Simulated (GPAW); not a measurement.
# Core-hole calculation of the O K edge in TaO2 (P4_2/mnm), part 2 of 2

Aim: the near-edge shape at the O K edge of TaO2 (P4_2/mnm), and what the core hole does to it.

GPAW 26.7.0; X-ray absorption from dipole matrix elements to empty bands, plane-wave PAW LDA.

So far. Step 5 (Spectrum with XCH, O atom 3): Main maxima below 24 eV (height): 1.4 eV (1.36), 5.1 eV (2.22), 10.7 eV (1.28) and 19.7 eV (0.77).  Step 5 (Spectrum with XCH, O atom 3): The total-energy difference is 535.16 eV. One term is added: -8.83 eV, since the hole is spin-paired here and a spin-polarised one costs that much less in the free atom (computed apart). The photon energy is then 526.33 eV.

### 7. Spectrum with XCH, O atom 3

A smaller cell brings the holes closer; here they are 2.9 Å apart.

Changed against the first core-hole run: supercell atoms from 12 to 6; the field's mesh follows (5×5×5 to 8×5×5).

xas.py

```python
import numpy as np
from ase import Atoms
from ase.parallel import parprint, paropen
from gpaw import GPAW, PW, FermiDirac, Mixer, MixerDif, setup_paths
from gpaw.test import gen
setup_paths.insert(0, '.')
gen('O', name='fch1s', xcname='LDA', corehole=(1, 0, 1), write_xml=True)
from gpaw.mpi import world
world.barrier()

atoms = Atoms('Ta2O4',
    cell=[[0, 0, 2.876101],
     [5.007146, 0, 0],
     [0, 5.007146, 0]],
    scaled_positions=[[0, 0.5, 0.5],
     [0.5, 0, 0],
     [0, 0.785276, 0.785276],
     [0, 0.214724, 0.214724],
     [0.5, 0.285276, 0.714724],
     [0.5, 0.714724, 0.285276]],
    pbc=True)
atoms.calc = calc = GPAW(legacy_gpaw=True, mode=PW(500, force_complex_dtype=True), xc='LDA', setups={2: 'fch1s'},
    kpts={'size': (8, 5, 5), 'gamma': True}, occupations=FermiDirac(0.1),
    charge=-1, mixer=Mixer(0.1, 5, 50), maxiter=150,
    convergence={'density': 0.0001, 'eigenstates': 1e-6}, txt='scf.txt')
energy = atoms.get_potential_energy() + calc.get_reference_energy()
ef = calc.get_fermi_level()
out = dict(energy=energy, fermi=ef, forces=atoms.get_forces().tolist())
parprint(f'all-electron energy {energy:.4f} eV, Fermi level {ef:.4f} eV')
ev = np.array([[calc.get_eigenvalues(k, s) for k in range(len(calc.get_ibz_k_points()))] for s in range(calc.get_number_of_spins())])
out['homo'], out['lumo'], out['counts'] = ev[ev < ef].max(), ev[ev > ef].min(), sorted(set((ev < ef).sum((0, 2)).tolist()))
out['filled'] = (ev[:, 0] < ef).sum(1).tolist()

from ase.units import Ha
from gpaw.xas import dipole_matrix_elements
nb = int(calc.get_number_of_electrons() / 2) + 56
top, nb = nb, nb + 8 + nb // 12
nscf = calc.fixed_density(kpts={'size': (10, 6, 6), 'gamma': True}, nbands=nb,
    convergence={'bands': top, 'eigenstates': 5e-3}, maxiter=60, txt='nscf.txt')
cell = atoms.cell.array
ops = [cell.T @ U.T @ np.linalg.inv(cell.T) for U in nscf.wfs.kd.symmetry.op_scc]
E = np.arange(-6, 34, 0.1)
fwhm = np.interp(E, [4, 25], [0.9, 3.5])
Y, X, zero, highest = 0, 0, 1e9, 1e9
for spin in range(nscf.get_number_of_spins()):
    wfs = nscf.wfs
    mine = wfs.bd.get_slice()  # this rank's bands
    A = dipole_matrix_elements(wfs.setups[2])
    eps = np.zeros((wfs.kd.nibzkpts, nb))
    d = np.zeros((3, A.shape[1], wfs.kd.nibzkpts, nb), complex)
    for kpt in wfs.kpt_u:
        if kpt.s == spin and 2 in kpt.P_ani:
            eps[kpt.k, mine] = kpt.eps_n * Ha
            d[:, :, kpt.k, mine] = (kpt.weight * wfs.nspins / 2) ** 0.5 * np.inner(A, kpt.P_ani[2])
    world.sum(eps)
    world.sum(d)
    T = np.einsum('amkn,bmkn->abkn', d, d.conj()).real
    T = sum(np.einsum('ai,ijkn,bj->abkn', R, T, R) for R in ops) / len(ops)
    empty = eps > ef
    zero, highest = min(zero, eps[empty].min()), min(highest, eps[:, top - 1].min())
    lines = [(eps, T, empty)] if spin == 0 else lines + [(eps, T, empty)]
for eps, T, empty in lines:
    f = np.einsum('aakn->akn', T).reshape(3, -1)
    x = eps.ravel() - zero
    w = np.interp(x, E, fwhm) / 2.35482
    g = np.exp(-0.5 * ((E[:, None] - x) / w) ** 2) / (w * (2 * np.pi) ** 0.5)
    Y = Y + (f * empty.ravel()) @ g.T
    X = X + (f * ~empty.ravel()) @ g.T
out.update(E=E.round(2).tolist(), xas=Y.tolist(), xes=X.tolist(), zero=zero, valid=highest - zero, nk=len(eps), nb=nb)
for i in range(0, len(E), 10):
    parprint(f'{E[i]:7.2f}', *(f'{v:10.3e}' for v in Y[:, i]))
import json
with paropen('out.json', 'w') as f:
    json.dump(out, f)
```

Run with:

```bash
$ OMP_NUM_THREADS=1 mpirun -n 4 gpaw python xas.py
```

It took 42 s on 4 MPI ranks of Intel Xeon Platinum 8488C (Sapphire Rapids), shared host; peak memory 0.33 GiB.

These settings depart from the first run's and aren't meant as converged.

Against the first run the r.m.s. difference is 14 %. Another feature, at 6.7 eV (2.21), becomes the highest below 16 eV; the one at 5.1 eV (2.22) is now at 4.7 eV (2.04).

| E (eV) | first run | this run |
| --- | --- | --- |
| -2.0 | 0.00 | 0.00 |
| -0.5 | 0.10 | 0.07 |
| 1.0 | 1.19 | 1.37 |
| 2.5 | 0.57 | 0.83 |
| 4.0 | 1.12 | 1.37 |
| 5.5 | 2.09 | 1.72 |
| 7.0 | 1.90 | 2.12 |
| 8.5 | 1.17 | 1.07 |
| 10.0 | 1.16 | 1.35 |
| 11.5 | 1.10 | 0.85 |
| 13.0 | 0.65 | 0.53 |
| 14.5 | 0.41 | 0.35 |
| 16.0 | 0.33 | 0.34 |
| 17.5 | 0.47 | 0.55 |
| 19.0 | 0.73 | 0.78 |
| 20.5 | 0.73 | 0.69 |
| 22.0 | 0.57 | 0.54 |
| 23.5 | 0.49 | 0.48 |
| 25.0 | 0.54 | 0.56 |
| 26.5 | 0.74 | 0.79 |
| 28.0 | 0.99 | 1.02 |
| 29.5 | 1.17 | 1.24 |
| 31.0 | 1.38 | 1.51 |

### 8. With and without the hole

Both curves are counted from their own zero, so only the shift of weight within the empty states shows.

| E (eV) | no hole | XCH |
| --- | --- | --- |
| -2.0 | 0.00 | 0.00 |
| -1.0 | 0.00 | 0.00 |
| 0.0 | 0.45 | 0.54 |
| 1.0 | 0.82 | 1.19 |
| 2.0 | 1.56 | 0.99 |
| 3.0 | 0.82 | 0.59 |
| 4.0 | 0.53 | 1.12 |
| 5.0 | 1.19 | 2.21 |
| 6.0 | 1.46 | 1.94 |
| 7.0 | 1.48 | 1.90 |
| 8.0 | 1.74 | 1.42 |
| 9.0 | 1.47 | 1.04 |
| 10.0 | 1.36 | 1.16 |
| 11.0 | 1.52 | 1.25 |
| 12.0 | 1.41 | 0.91 |
| 13.0 | 1.05 | 0.65 |
| 14.0 | 0.73 | 0.47 |
| 15.0 | 0.50 | 0.36 |
| 16.0 | 0.36 | 0.33 |
| 17.0 | 0.33 | 0.40 |
| 18.0 | 0.40 | 0.56 |
| 19.0 | 0.54 | 0.73 |
| 20.0 | 0.66 | 0.77 |
| 21.0 | 0.65 | 0.68 |
| 22.0 | 0.56 | 0.57 |
| 23.0 | 0.47 | 0.50 |
| 24.0 | 0.42 | 0.49 |
| 25.0 | 0.40 | 0.54 |
| 26.0 | 0.42 | 0.66 |
| 27.0 | 0.50 | 0.83 |
| 28.0 | 0.61 | 0.99 |
| 29.0 | 0.72 | 1.11 |
| 30.0 | 0.81 | 1.23 |
| 31.0 | 0.93 | 1.38 |
| 32.0 | 1.11 | 1.49 |

With each curve scaled to its own mean, the area from −2 to 6 eV with the hole is 7.6 against 6.2, and the centre of weight from −1 to 20 eV moves by -0.4 eV: the hole pulls the absorber's empty states down.

### 9. Summary of results

```json
{
  "absorber and edge": "O K, atom 3 of the ground-state input (counted from 1)",
  "surroundings": "1 Ta at 2.02 Å and 2 Ta at 2.09 Å (distorted trigonal planar, site symmetry m2m)",
  "highest intensity below 16 eV": "5.1 eV above the zero, height 2.22",
  "photon energy of the zero, with the added terms": "526.3 eV (raw 535.2 eV; LDA puts this hole about 4 eV below PBE, itself good to a few eV)"
}
```

What this shows: The O K edge of atom 3, with 1 Ta at 2.02 Å and 2 Ta at 2.09 Å (distorted trigonal planar, site symmetry m2m), has its highest intensity of the first 16 eV at 5.1 eV above the zero, near 531 eV in photon energy (LDA puts this hole about 4 eV below PBE, itself good to a few eV), 2.2 times the mean level of the first 20 eV (Gaussian full width 0.9 eV up to 4 eV, rising linearly to 3.5 eV at 25 eV). With each curve scaled to its own mean, the area from −2 to 6 eV with the hole is 7.6 against 6.2, and the centre of weight from −1 to 20 eV moves by -0.4 eV: the hole pulls the absorber's empty states down. A cell with holes 2.9 Å apart changes the curve by 14 % r.m.s. (12 % after the best shift). At the O K edge of atom 3 polarisation matters most near 4.5 eV, where the curves differ by 2.0 on this scale. The unit cell's mesh shows no gap over 0.35 eV. That is right for a metallic compound; for a small-gap or correlated insulator it would be the fault of the functional or of the assumed magnetic order, and the hole would be screened too well. The holes are only 5.8 Å apart, so the shape is probably not converged with cell size; no larger cell was run here. The mesh is coarse (0.23 Å⁻¹ between points), so small maxima may be mesh ripples. Lifetime broadening is put in by hand, and intensities beyond about 20 eV depend on it and on the partial waves; weight that the partial waves miss at high energy is lost. The structure is a computed Materials Project entry and may be a hypothetical form.

[Logs are printed without paths, hosts, clocks, repeated set-up lines and the standing remarks that a program may print on its own settings, such as how far it seeks lower states.]

[Hosts, paths, dates, database ids (printed as entryN), source tags and the programs' standing remarks are cut or masked in the printed files.]

[Lists of maxima count a maximum above −3 eV only where it reaches 4 % of the highest in the window and stands out from its surroundings by 2 % of it (1.5 % where it reaches 55 %); shoulders and weaker maxima are passed over, and of the rest the first, up to two pre-edge ones and the few strongest are named.]
